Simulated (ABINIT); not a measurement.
# CsSnH3 (Pm-3m): zone-centre phonons

Which modes does CsSnH3 (Pm-3m) have at the zone centre?

Calculated with ABINIT 10.8.3; DFT PBE, scalar-relativistic, plane waves, PseudoDojo norm-conserving pseudopotentials.

Report form: the programs' logs are mostly left out.

The structure was built from a prototype and need not be the compound's stable phase.

### 1. Set-up

It takes space group Pm-3m (No. 221, cubic). The conventional cell has a = 4.802 Å, b = 4.802 Å, c = 4.802 Å, α = 90.00°, β = 90.00°, γ = 90.00°. Nearest to Cs lie 12 H at 3.40 Å. Nearest to Sn lie 6 H at 2.40 Å. H has 2 Sn at 2.40 Å and 4 Cs at 3.40 Å and 8 H at 3.40 Å nearest. Farther neighbours are not listed.

### 2. A first look

A first run with smearing and empty bands tells whether the crystal has a gap, which decides between fixed occupations and smearing later on.

The input, probe.abi:

```
# ground state
tolvrs 1.0d-08
prtden 1
prtwf 1

# basis, mesh and filling
ecut 40.0
ecutsm 3.0
ngkpt 4 4 4
nshiftk 1
shiftk 0.0 0.0 0.0
istwfk *1
occopt 7
tsmear 0.005
nband 20
nstep 100
diemac 9.0
prtebands 0
prtgsr 0
useylm 1

# cell and atoms
acell 9.074464851 9.074464851 9.074464851
rprim 
    1.0 0.0 0.0
    0.0 1.0 0.0
    0.0 0.0 1.0
ntypat 3
znucl 55 50 1
natom 5
typat 1 2 3 3 3
xred 
    0.0 0.0 0.0
    0.5 0.5 0.5
    0.5 0.5 0.0
    0.5 0.0 0.5
    0.0 0.5 0.5
pp_dirpath "./pseudo"
pseudos "Cs.upf, Sn.upf, H.upf"
```

Launch:

```bash
OMP_NUM_THREADS=1 mpirun -n 4 abinit probe.abi > probe.log
```

Elapsed: 21 s, on 4 MPI ranks of Arm Neoverse V2, shared host; 84 s of CPU time.

Numbers from this step:

| Property | Result |
| --- | --- |
| volume per atom | 22.15 Å³ |
| pressure | -2.704 GPa |
| gap on the k-mesh | 0 eV |

No gap opens on this mesh, so smearing is kept.

### 3. Rough relaxation

The typed start is rough, so a first relaxation with smearing and loose thresholds takes it towards rest cheaply.

The input, prerelax.abi:

```
# relaxation
ionmov 2
optcell 2
dilatmx 1.15
chkdilatmx 0
ntime 40
tolmxf 3.0d-04
tolvrs 1.0d-10
prtwf 0
prtden 0
chksymtnons 0

# basis, mesh and filling
ecut 32.0
ecutsm 3.0
ngkpt 4 4 4
nshiftk 1
shiftk 0.0 0.0 0.0
istwfk *1
occopt 7
tsmear 0.005
nband 20
nstep 100
diemac 1000000.0
prtebands 0
prtgsr 0
useylm 1

# cell and atoms
acell 9.074464851 9.074464851 9.074464851
rprim 
    1.0 0.0 0.0
    0.0 1.0 0.0
    0.0 0.0 1.0
ntypat 3
znucl 55 50 1
natom 5
typat 1 2 3 3 3
xred 
    0.0 0.0 0.0
    0.5 0.5 0.5
    0.5 0.5 0.0
    0.5 0.0 0.5
    0.0 0.5 0.5
pp_dirpath "./pseudo"
pseudos "Cs.upf, Sn.upf, H.upf"
```

Launch:

```bash
OMP_NUM_THREADS=1 mpirun -n 4 abinit prerelax.abi > prerelax.log
```

Elapsed: 100 s, on 4 MPI ranks.

The steps of the relaxation:

| step | energy less that of the first step (eV) | largest force (eV/Å) | volume (Å³) |
| --- | --- | --- | --- |
| 1 | 0.0000 | 0.0000 | 110.73 |
| 2 | -0.0152 | 0.0000 | 109.82 |
| 3 | -0.1656 | 0.0000 | 89.22 |
| 4 | -0.1739 | 0.0000 | 93.94 |
| 5 | -0.1755 | 0.0000 | 92.65 |

```csv
"conventional cell, symmetrised",before,after,change
a (Å),4.802,4.525,-5.8 %
b (Å),4.802,4.525,-5.8 %
c (Å),4.802,4.525,-5.8 %
volume (Å³/atom),22.15,18.53,-16.3 %
```

Final coordinates:

```xyz
5
Lattice="4.5250 0.0000 0.0000 0.0000 4.5250 0.0000 0.0000 0.0000 4.5250" Properties=species:S:1:pos:R:3 pbc="T T T"
Cs    0.0000    0.0000    0.0000
Sn    2.2625    2.2625    2.2625
H     2.2625    2.2625    0.0000
H     2.2625    0.0000    2.2625
H     0.0000    2.2625    2.2625
```

Numbers from this step:

```
volume per atom : 18.53 Å³
pressure        : -0.04384 GPa
```

The volume changes by -16.3 % in this run and stands -16.3 % from the first cell.

### 4. Rough relaxation

The cell changed much, so the rough relaxation is repeated on a basis made for the new cell.

Changes to prerelax.abi since step 3:

```diff
@@ -29,3 +29,3 @@
 # cell and atoms
-acell 9.074464851 9.074464851 9.074464851
+acell 8.550945311 8.550945311 8.550945311
 rprim
```

It took 20 s on 4 MPI ranks; 81 s of CPU time.

Little changed from the start: no atom moved by 0.005 Å and no cell edge by 0.1 %.

The volume changes by +0.0 % in this run and stands -16.3 % from the first cell.

### 5. Relaxing the cell and atoms

The harmonic expansion needs vanishing forces, and a free crystal bears no stress, so cell and atoms are brought to rest. Stress is more sensitive to the basis than forces are: the last 3 Ha under the cutoff are smoothed with ecutsm.

relax.abi, as its differences from prerelax.abi of step 4:

```diff
@@ -3,7 +3,6 @@
 optcell 2
-dilatmx 1.15
-chkdilatmx 0
+dilatmx 1.08
 ntime 40
-tolmxf 3.0d-04
-tolvrs 1.0d-10
+tolmxf 1.0d-05
+tolvrs 1.0d-14
 prtwf 0
@@ -13,5 +12,5 @@
 # basis, mesh and filling
-ecut 32.0
+ecut 40.0
 ecutsm 3.0
-ngkpt 4 4 4
+ngkpt 6 6 6
 nshiftk 1
@@ -20,3 +19,3 @@
 occopt 7
-tsmear 0.005
+tsmear 0.01
 nband 20
```

Launch:

```bash
OMP_NUM_THREADS=1 mpirun -n 4 abinit relax.abi > relax.log
```

The job ended after 1.9 min (4 MPI ranks; 7.5 min of CPU time).

Step by step:

```
step  energy less that of the first step (eV)  largest force (eV/Å)  volume (Å³)
   1                                   0.0000                0.0000        92.65
   2                                   0.0000                0.0000        92.61
   3                                  -0.0002                0.0000        92.20
```

| conventional cell, symmetrised | before | after | change |
| --- | --- | --- | --- |
| a (Å) | 4.525 | 4.518 | -0.2 % |
| b (Å) | 4.525 | 4.518 | -0.2 % |
| c (Å) | 4.525 | 4.518 | -0.2 % |
| volume (Å³/atom) | 18.53 | 18.44 | -0.5 % |

The relaxed structure:

```xyz
5
Lattice="4.5176 0.0000 0.0000 0.0000 4.5176 0.0000 0.0000 0.0000 4.5176" Properties=species:S:1:pos:R:3 pbc="T T T"
Cs    0.0000    0.0000    0.0000
Sn    2.2588    2.2588    2.2588
H     2.2588    2.2588    0.0000
H     2.2588    0.0000    2.2588
H     0.0000    2.2588    2.2588
```

This step gave:

```
volume per atom : 18.44 Å³
pressure        : 7.28e-4 GPa
```

The volume changes by -0.5 % in this run and stands -16.7 % from the first cell.

### 6. Self-consistent run for the response

First-order wavefunctions inherit every error of the ground state, hence the very tight tolvrs. ecutsm is kept as in the relaxation, so that the cell stays at rest. Smearing stays on, as the first look found no gap above 0.3 eV.

The input, gs.abi:

```
# ground state
tolvrs 1.0d-16
prtden 1
prtwf 1

# basis, mesh and filling
ecut 40.0
ecutsm 3.0
ngkpt 6 6 6
nshiftk 1
shiftk 0.0 0.0 0.0
istwfk *1
occopt 7
tsmear 0.01
nband 20
nstep 100
diemac 1000000.0
prtebands 0
prtgsr 0
useylm 1

# cell and atoms
acell 8.536934247 8.536934247 8.536934247
rprim 
    1.0 0.0 0.0
    0.0 1.0 0.0
    0.0 0.0 1.0
ntypat 3
znucl 55 50 1
natom 5
typat 1 2 3 3 3
xred 
    0.0 0.0 0.0
    0.5 0.5 0.5
    0.5 0.5 0.0
    0.5 0.0 0.5
    0.0 0.5 0.5
pp_dirpath "./pseudo"
pseudos "Cs.upf, Sn.upf, H.upf"
```

Launch:

```bash
OMP_NUM_THREADS=1 mpirun -n 4 abinit gs.abi > gs.log
```

The job ended after 44 s (4 MPI ranks).

Read from the output:

| Quantity | Value |
| --- | --- |
| pressure | 7.38e-4 GPa |

The cell stands at 7.4e-4 GPa, close enough for phonons.

### 7. Zone-centre response

At q = 0 one unit cell holds all displacements. The response is solved for single atoms along the cell's directions, and symmetry skips those that follow from others. The crystal is treated as a metal, which screens a static field, so no field response is asked.

The input, dfpt_gamma.abi:

```

# common to the responses
getwfk_filepath "gso_WFK"
kptopt 2
nqpt 1
qpt 0.0 0.0 0.0
asr 0
chneut 0

# displacements
rfphon 1
rfatpol 1 5
rfdir 1 1 1
tolvrs 1.0d-10
prtwf 0

# basis, mesh and filling
ecut 40.0
ecutsm 3.0
ngkpt 6 6 6
nshiftk 1
shiftk 0.0 0.0 0.0
istwfk *1
occopt 7
tsmear 0.01
nband 20
nstep 100
diemac 1000000.0
prtebands 0
prtgsr 0
useylm 1

# cell and atoms
acell 8.536934247 8.536934247 8.536934247
rprim 
    1.0 0.0 0.0
    0.0 1.0 0.0
    0.0 0.0 1.0
ntypat 3
znucl 55 50 1
natom 5
typat 1 2 3 3 3
xred 
    0.0 0.0 0.0
    0.5 0.5 0.5
    0.5 0.5 0.0
    0.5 0.0 0.5
    0.0 0.5 0.5
pp_dirpath "./pseudo"
pseudos "Cs.upf, Sn.upf, H.upf"
```

Launch:

```bash
OMP_NUM_THREADS=1 mpirun -n 4 abinit dfpt_gamma.abi > dfpt_gamma.log
```

It took 4.6 min on 4 MPI ranks.

Read from the output:

- largest acoustic frequency at the zone centre before the sum rule: 0.28 cm⁻¹
- highest optical zone-centre mode (no LO-TO term): 595.4 cm⁻¹
- lowest optical zone-centre mode: -1243 cm⁻¹

The acoustic modes at Γ come out as far as 0.3 cm⁻¹ from zero, where they should vanish, a small numerical error. The lowest optical mode is imaginary, 1243i cm⁻¹, an instability at this level and on this k mesh.

### 8. Modes with the sum rule

anaddb reads the merged derivatives and imposes the acoustic sum rule.

The input, anaddb.abi:

```
ddb_filepath "gamma_DDB"
output_file "anaddb.abo"
outdata_prefix "anaddb"
asr 1
chneut 1
enunit 2
eivec 1
nph1l 1
qph1l 0.0 0.0 0.0 1.0
```

The input, mrgddb.in:

```
gamma_DDB
merged
2
dfpt_gammao_DDB
gso_DDB
```

Launch:

```bash
mrgddb < mrgddb.in > mrgddb.log
OMP_NUM_THREADS=1 anaddb anaddb.abi > anaddb.log
```

The job ended after 0.5 s (1 thread).

No LO-TO term; unit eigenvectors of the mass-weighted matrix, from anaddb's displacements. Modes at Γ, with each element's share of the kinetic energy (negative means imaginary):

| mode | frequency (cm⁻¹) | symmetry | Cs % | Sn % | H % |
| --- | --- | --- | --- | --- | --- |
| 1 | -1242.8 | T1u | 0 | 0 | 100 |
| 2 | -1242.8 | T1u | 0 | 0 | 100 |
| 3 | -1242.8 | T1u | 0 | 0 | 100 |
| 4 | 0.0 | acoustic | 52 | 47 | 1 |
| 5 | 0.0 | acoustic | 52 | 47 | 1 |
| 6 | 0.0 | acoustic | 52 | 47 | 1 |
| 7 | 78.1 | T1u | 48 | 52 | 1 |
| 8 | 78.1 | T1u | 48 | 52 | 1 |
| 9 | 78.1 | T1u | 48 | 52 | 1 |
| 10 | 565.6 | T2u | 0 | 0 | 100 |
| 11 | 565.6 | T2u | 0 | 0 | 100 |
| 12 | 565.6 | T2u | 0 | 0 | 100 |
| 13 | 595.4 | T1u | 0 | 1 | 99 |
| 14 | 595.4 | T1u | 0 | 1 | 99 |
| 15 | 595.4 | T1u | 0 | 1 | 99 |

Displacements in mode 3 (-1242.8 cm⁻¹), the largest set to 1:
```
Cs1  0.00  0.00  0.00
Sn2  0.00  0.00  0.01
H3   0.00  0.00 -1.00
H4   0.00  0.00  0.06
H5   0.00  0.00  0.06
```

Displacements in mode 7 (78.1 cm⁻¹), the largest set to 1:
```
Cs1  0.00  0.00 -0.91
Sn2  0.00  0.00  1.00
H3   0.00  0.00  0.67
H4   0.00  0.00  0.65
H5   0.00  0.00  0.65
```

The rule moves no optical mode by more than 0.1 cm⁻¹.

### 9. Sum rules set otherwise (asr 0)

Without the rule the raw error of the acoustic modes shows.

Changes to anaddb.abi since step 8:

```diff
@@ -3,4 +3,4 @@
 outdata_prefix "anaddb"
-asr 1
-chneut 1
+asr 0
+chneut 0
 enunit 2
```

mrgddb.in is that of step 8.

It took 0.49 s on 1 thread.

Zone-centre frequencies as printed; negative means imaginary. Modes:

| mode | frequency (cm⁻¹) |
| --- | --- |
| 1 | -1243 |
| 2 | -1243 |
| 3 | -1243 |
| 4 | 0.28 |
| 5 | 0.28 |
| 6 | 0.28 |
| 7 | 78.11 |
| 8 | 78.11 |
| 9 | 78.11 |
| 10 | 565.6 |
| 11 | 565.6 |
| 12 | 565.6 |
| 13 | 595.4 |
| 14 | 595.4 |
| 15 | 595.4 |

### 10. Results

```
space group after relaxation                                           : Pm-3m
volume per atom                                                        : 18.4 Å³
highest optical zone-centre mode (no LO-TO term)                       : 595.4 cm⁻¹
lowest optical zone-centre mode                                        : -1243 cm⁻¹
imaginary optical modes at the zone centre (no q mesh in this session) : yes
```

At the PBE level the optical modes of CsSnH3 (Pm-3m) at the zone centre run from 1243i to 595 cm⁻¹, so the structure is a saddle point, with 3 modes beyond 10i cm⁻¹ there. These are harmonic frequencies at zero temperature: anharmonic shifts and linewidths and thermal expansion are left out. Spin-orbit coupling is left out, which can matter for the heavy elements here. In a metal the frequencies hang on the k mesh and the smearing, most of all near Kohn anomalies. The structure is a hypothetical one, built on a prototype.

[Host names and launcher messages were left out of these logs when they were recorded.]

[Logs are printed without paths, hosts, clocks, repeated set-up lines and the standing remarks that a program may print on its own settings, such as how far it seeks lower states.]

[Hosts, paths, dates, database ids (printed as entryN), source tags and the programs' standing remarks are cut or masked in the printed files.]
